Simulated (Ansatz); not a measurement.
# Al(111) with 4 thermally displaced layers, 2x2: scattering by thermal displacements

How much do lattice vibrations at 180 K scatter the electrons of Al? Layers with random displacements are laid between perfect leads, and the resistance is followed against their length.

Calculated with Ansatz 0.2.0; Ansatz plane-wave DFT, PBE, PAW files; ballistic transport by layer matching (Landauer), zero bias; PAW set soft_1.

Report form: the programs' logs are mostly left out.

### Step 1. Set-up

The cell holds 40 atoms: 40 Al. Cell: a = 5.725 Å, b = 5.725 Å, c = 23.429 Å, α = 93.5°, β = 86.5°, γ = 120.0°. It derives from Al. Regions: lead, 24 atoms (24 Al); scattering region, 16 atoms (16 Al). The structure is stacked along c, and the current runs across the ab planes.

### Step 2. With 4 displaced layers

Each atom of 4 layers is moved at random, by amounts drawn from a normal law 0.078 Å wide in each direction from the Debye model (428 K) at 180 K. The layers about the cell's end stay perfect and serve as the lead. Disorder leaves little or no symmetry, which makes such runs dear. Energies from -0.05 to 0.05 eV in steps of 0.05 eV are too few for the program's thermal sum, so it prints no conductance; for a metal the transmission near the Fermi level serves, at a fraction of the cost.

The input, input.yaml:

```yaml
crystal:
  lattice:
    - [5.7246940741, 0.0, 0.0]
    - [-2.862347037, 4.957730497, 0.0]
    - [1.4311735185, -0.8262884162, 23.3709656917]
  atoms:
    - { symbol: Al, position: [0.9916666667, 0.0083333333, 0.05] }
    - { symbol: Al, position: [0.9916666667, 0.5083333333, 0.05] }
    - { symbol: Al, position: [0.4916666667, 0.0083333333, 0.05] }
    - { symbol: Al, position: [0.4916666667, 0.5083333333, 0.05] }
    - { symbol: Al, position: [0.1416666667, 0.3583333333, 0.15] }
    - { symbol: Al, position: [0.1416666667, 0.8583333333, 0.15] }
    - { symbol: Al, position: [0.6416666667, 0.3583333333, 0.15] }
    - { symbol: Al, position: [0.6416666667, 0.8583333333, 0.15] }
[... 28 atom lines left out ...]
    - { symbol: Al, position: [0.8416666667, 0.1583333333, 0.95] }
    - { symbol: Al, position: [0.8416666667, 0.6583333333, 0.95] }
    - { symbol: Al, position: [0.3416666667, 0.1583333333, 0.95] }
    - { symbol: Al, position: [0.3416666667, 0.6583333333, 0.95] }
kpoints:
  mp_grid: { grid: [5, 5, 1] }
hamiltonian:
  xc: pbe
  pseudopotentials: { kind: paw, azcp: { folder: soft_1 } }
scf:
  occupations: { method: fermi_dirac, width: 0.1 }
output:
  transmission:
    leads: [[0, 4]]
    kmesh: [10, 10]
    e_range: [-0.05, 0.05]
    de: 0.05
  write_potential: true
  write_density: true
  volumetric_format: npy
```

Started as:

```sh
$ ansatz run input.yaml --threads 4 --pin off --max-ram 15360MiB --backend cpu --events-out ev --progress --plain --runs-dir out
```

The job ended after 3.6 min (4 threads of Intel Xeon 6975P-C (Granite Rapids), shared host; peak memory 1.8 GiB).

Numbers from this step:

```
free energy                                    : -21499.6802 eV
energy at zero smearing                        : -21499.3592 eV
Fermi energy                                   : 7.935 eV
cell area                                      : 28.38 Å²
transmission per spin nearest the Fermi level  : 5.200
open channels per spin nearest the Fermi level : 5.41
step of the lead's potential                   : 5.3 meV
```

Per spin. Transmission, zone mean against energy, zero at the Fermi level:

```tsv
energy (eV)	transmission, zone mean
-0.0500	5.12
0.0000	5.20
0.0500	5.36
```

Per spin. Table of open channels, zone mean, lead by energy, zero at the Fermi level:

```tsv
energy (eV)	open channels, zone mean, lead
-0.0500	5.29
0.0000	5.41
0.0500	5.59
```

Transmission over k1 and k2. At 0.0000 eV from the Fermi level.

Values, 10 rows by 10 columns:
```
4.89 5.59 5.69 3.90 5.70 5.52 4.82 2.99 3.91 2.99
3.94 5.75 4.83 6.86 6.85 4.80 5.67 3.82 3.92 3.97
3.95 4.62 6.90 6.89 6.67 6.85 6.88 3.95 3.75 2.99
4.88 5.79 6.91 6.84 5.95 5.93 6.75 6.90 5.72 4.80
3.88 5.63 4.89 6.89 5.95 6.93 5.95 6.89 4.89 5.63
4.88 4.80 5.72 6.90 6.75 5.93 5.95 6.84 6.91 5.79
3.95 2.99 3.75 3.95 6.88 6.85 6.67 6.89 6.90 4.62
3.94 3.97 3.92 3.82 5.67 4.80 6.85 6.86 4.83 5.75
4.89 2.99 3.91 2.99 4.82 5.52 5.70 3.90 5.69 5.59
3.89 4.79 3.70 3.71 4.80 3.90 4.80 3.71 3.70 4.79
```
Columns: k1 (b1) from -0.5 to 0.4; rows upwards: k2 (b2) from -0.5 to 0.4.

Open channels over k1 and k2. At 0.0000 eV from the Fermi level.

Values, 10 rows by 10 columns:
```
5.00 6.00 6.00 5.00 6.00 6.00 5.00 3.00 4.00 3.00
4.00 6.00 5.00 7.00 7.00 5.00 6.00 4.00 4.00 4.00
4.00 5.00 7.00 7.00 7.00 7.00 7.00 5.00 4.00 3.00
5.00 6.00 7.00 7.00 6.00 6.00 7.00 7.00 6.00 5.00
4.00 6.00 5.00 7.00 6.00 7.00 6.00 7.00 5.00 6.00
5.00 5.00 6.00 7.00 7.00 6.00 6.00 7.00 7.00 6.00
4.00 3.00 4.00 5.00 7.00 7.00 7.00 7.00 7.00 5.00
4.00 4.00 4.00 4.00 6.00 5.00 7.00 7.00 5.00 6.00
5.00 3.00 4.00 3.00 5.00 6.00 6.00 5.00 6.00 6.00
4.00 5.00 4.00 4.00 5.00 4.00 5.00 4.00 4.00 5.00
```
Columns: k1 (b1) from -0.5 to 0.4; rows upwards: k2 (b2) from -0.5 to 0.4.

Over the solved energies the transmission per spin lies between 5.12 and 5.36, out of 5.43 channels of the lead on average (up to 5.59).

### Step 3. With 8 displaced layers

Each atom of 8 layers is moved at random, by amounts drawn from a normal law 0.078 Å wide in each direction from the Debye model (428 K) at 180 K. A fresh draw is used; the growth of the resistance with length is what counts.

System of this step: Al(111) with 8 thermally displaced layers, 2x2. The cell holds 56 atoms: 56 Al. Its edges and angles: a = 5.725 Å, b = 5.725 Å, c = 32.761 Å, α = 87.5°, β = 92.5°, γ = 120.0°. It derives from Al. Regions: lead, 24 atoms (24 Al); scattering region, 32 atoms (32 Al). The structure is stacked along c, and the current runs across the ab planes.

The input, input.yaml:

```yaml
crystal:
  lattice:
    - [5.7246940741, 0.0, 0.0]
    - [-2.862347037, 4.957730497, 0.0]
    - [-1.4311735185, 0.8262884162, 32.7193519684]
  atoms:
    - { symbol: Al, position: [0.005952381, 0.994047619, 0.0357142857] }
    - { symbol: Al, position: [0.005952381, 0.494047619, 0.0357142857] }
    - { symbol: Al, position: [0.505952381, 0.994047619, 0.0357142857] }
    - { symbol: Al, position: [0.505952381, 0.494047619, 0.0357142857] }
    - { symbol: Al, position: [0.1845238095, 0.3154761905, 0.1071428571] }
    - { symbol: Al, position: [0.1845238095, 0.8154761905, 0.1071428571] }
    - { symbol: Al, position: [0.6845238095, 0.3154761905, 0.1071428571] }
    - { symbol: Al, position: [0.6845238095, 0.8154761905, 0.1071428571] }
[... 44 atom lines left out ...]
    - { symbol: Al, position: [0.3273809524, 0.1726190476, 0.9642857143] }
    - { symbol: Al, position: [0.3273809524, 0.6726190476, 0.9642857143] }
    - { symbol: Al, position: [0.8273809524, 0.1726190476, 0.9642857143] }
    - { symbol: Al, position: [0.8273809524, 0.6726190476, 0.9642857143] }
kpoints:
  mp_grid: { grid: [5, 5, 1] }
hamiltonian:
  xc: pbe
  pseudopotentials: { kind: paw, azcp: { folder: soft_1 } }
scf:
  occupations: { method: fermi_dirac, width: 0.1 }
output:
  transmission:
    leads: [[0, 4]]
    kmesh: [10, 10]
    e_range: [-0.05, 0.05]
    de: 0.05
  write_potential: true
  write_density: true
  volumetric_format: npy
```

Run time: 4.1 min. Hardware: 4 threads; peak memory 3.2 GiB.

Numbers from this step:

- free energy: -30098.8604 eV
- energy at zero smearing: -30098.4080 eV
- Fermi energy: 7.939 eV
- transmission per spin nearest the Fermi level: 4.966
- open channels per spin nearest the Fermi level: 5.49
- step of the lead's potential: 3.9 meV

Per spin. The transmission, zone mean by energy, zero at the Fermi level:

```tsv
energy (eV)	transmission, zone mean
-0.0500	4.81
0.0000	4.97
0.0500	5.09
```

Over the solved energies the transmission per spin lies between 4.81 and 5.09, out of 5.44 channels of the lead on average (up to 5.59).

### Step 4. With 12 displaced layers

Each atom of 12 layers is moved at random, by amounts drawn from a normal law 0.078 Å wide in each direction from the Debye model (428 K) at 180 K. A fresh draw is used; the growth of the resistance with length is what counts.

System of this step: Al(111) with 12 thermally displaced layers, 2x2. The cell holds 72 atoms: 72 Al. Its edges and angles: a = 5.725 Å, b = 5.725 Å, c = 42.068 Å, α = 90.0°, β = 90.0°, γ = 120.0°. It derives from Al. Regions: lead, 24 atoms (24 Al); scattering region, 48 atoms (48 Al). The structure is stacked along c, and the current runs across the ab planes.

The input, input.yaml:

```yaml
crystal:
  lattice:
    - [5.7246940741, 0.0, 0.0]
    - [-2.862347037, 4.957730497, 0.0]
    - [0.0, 0.0, 42.0677382451]
  atoms:
    - { symbol: Al, position: [0.0, 0.0, 0.0277777778] }
    - { symbol: Al, position: [0.0, 0.5, 0.0277777778] }
    - { symbol: Al, position: [0.5, 0.0, 0.0277777778] }
    - { symbol: Al, position: [0.5, 0.5, 0.0277777778] }
    - { symbol: Al, position: [0.1666666667, 0.3333333333, 0.0833333333] }
    - { symbol: Al, position: [0.1666666667, 0.8333333333, 0.0833333333] }
    - { symbol: Al, position: [0.6666666667, 0.3333333333, 0.0833333333] }
    - { symbol: Al, position: [0.6666666667, 0.8333333333, 0.0833333333] }
[... 60 atom lines left out ...]
    - { symbol: Al, position: [0.3333333333, 0.1666666667, 0.9722222222] }
    - { symbol: Al, position: [0.3333333333, 0.6666666667, 0.9722222222] }
    - { symbol: Al, position: [0.8333333333, 0.1666666667, 0.9722222222] }
    - { symbol: Al, position: [0.8333333333, 0.6666666667, 0.9722222222] }
kpoints:
  mp_grid: { grid: [5, 5, 1] }
hamiltonian:
  xc: pbe
  pseudopotentials: { kind: paw, azcp: { folder: soft_1 } }
scf:
  occupations: { method: fermi_dirac, width: 0.1 }
output:
  transmission:
    leads: [[0, 4]]
    kmesh: [10, 10]
    e_range: [-0.05, 0.05]
    de: 0.05
  write_potential: true
  write_density: true
  volumetric_format: npy
```

Wall time 5.3 min (4 threads); peak memory 4.9 GiB; 17 min of CPU time.

This step gave:

```yaml
free_energy: -38698.6030 eV
energy_at_zero_smearing: -38697.9922 eV
fermi_energy: 7.954 eV
transmission_per_spin_nearest_the_fermi_level: 4.879
open_channels_per_spin_nearest_the_fermi_level: 5.59
step_of_the_lead_s_potential: 3.3 meV
```

Per spin. Transmission, zone mean against energy, zero at the Fermi level:

```tsv
energy (eV)	transmission, zone mean
-0.0500	4.71
0.0000	4.88
0.0500	4.89
```

Over the solved energies the transmission per spin lies between 4.71 and 4.89, out of 5.49 channels of the lead on average (up to 5.59).

### Step 5. Resistance against length

This step: Ansatz plane-wave DFT, PBE, PAW files; ballistic transport by layer matching (Landauer), zero bias; resistivity from the slope of the area resistance; PAW set soft_1 (Ansatz 0.2.0).

Numbers from this step:

* resistivity: 3.474 µΩ cm
* intercept: -0.003958 fΩ m²
* scatter about the fit: 0.002984 fΩ m²

Resistance, by row:

```tsv
run	length (Å)	T	channels N	RA (fΩ m²)
n4	9.348	5.225	5.43	0.02641
n8	18.7	4.957	5.437	0.06522
n12	28.05	4.829	5.49	0.09137
```

The area resistance by length of the displaced region:

```tsv
length of the displaced region (Å)	area resistance (fΩ m²)
9.35	0.0264
18.70	0.0652
28.05	0.0914
```

The area resistance goes from 0.026 to 0.091 fΩ m² between 9.3 and 28.0 Å, a slope of 3.5 µΩ cm.

By hand from the end points: (0.09137 − 0.02641) fΩ m² / (28.05 − 9.35) Å = 3.5 µΩ cm, since 1 fΩ m² per Å is 1000 µΩ cm.

### Step 6. What came out

| Item | Value |
| --- | --- |
| resistivity from the slope | 3.47 µΩ cm |
| area resistance over 9.35 Å | 0.0264 fΩ m² |
| area resistance over 18.7 Å | 0.0652 fΩ m² |
| area resistance over 28.0 Å | 0.0914 fΩ m² |

**Reading.** The slope gives 3.5 µΩ cm. The points scatter by 0.0030 fΩ m² about the line, with one random draw a length in a 2x2 cell, so the slope is a rough value. The mean square of the displacements drawn is 0.75, 0.94 and 0.81 of the nominal one at the three lengths; with each resistance scaled back by that, the slope is 4.2 µΩ cm, the value used below. The lead's own channel count moves between the runs (5.43, 5.44 and 5.49), which shifts RA and the slope too. Read with a model of isotropic scattering on a spherical Fermi surface and the lead's 1.5×10¹⁵ S/m², this slope means a mean free path near 140 Å; over these lengths the model's slope is 1.15 times its bulk resistivity, which would be 3.6 µΩ cm. Uncorrelated displacements put too much weight on short waves, which scatter strongly; with the sideways repeat of a small cell, one draw and three short lengths, the method is good to a factor of two or three.

[Logs are printed without paths, hosts, clocks, repeated set-up lines and the standing remarks that a program may print on its own settings, such as how far it seeks lower states.]

[Hosts, paths, dates, database ids (printed as entryN), source tags and the programs' standing remarks are cut or masked in the printed files.]
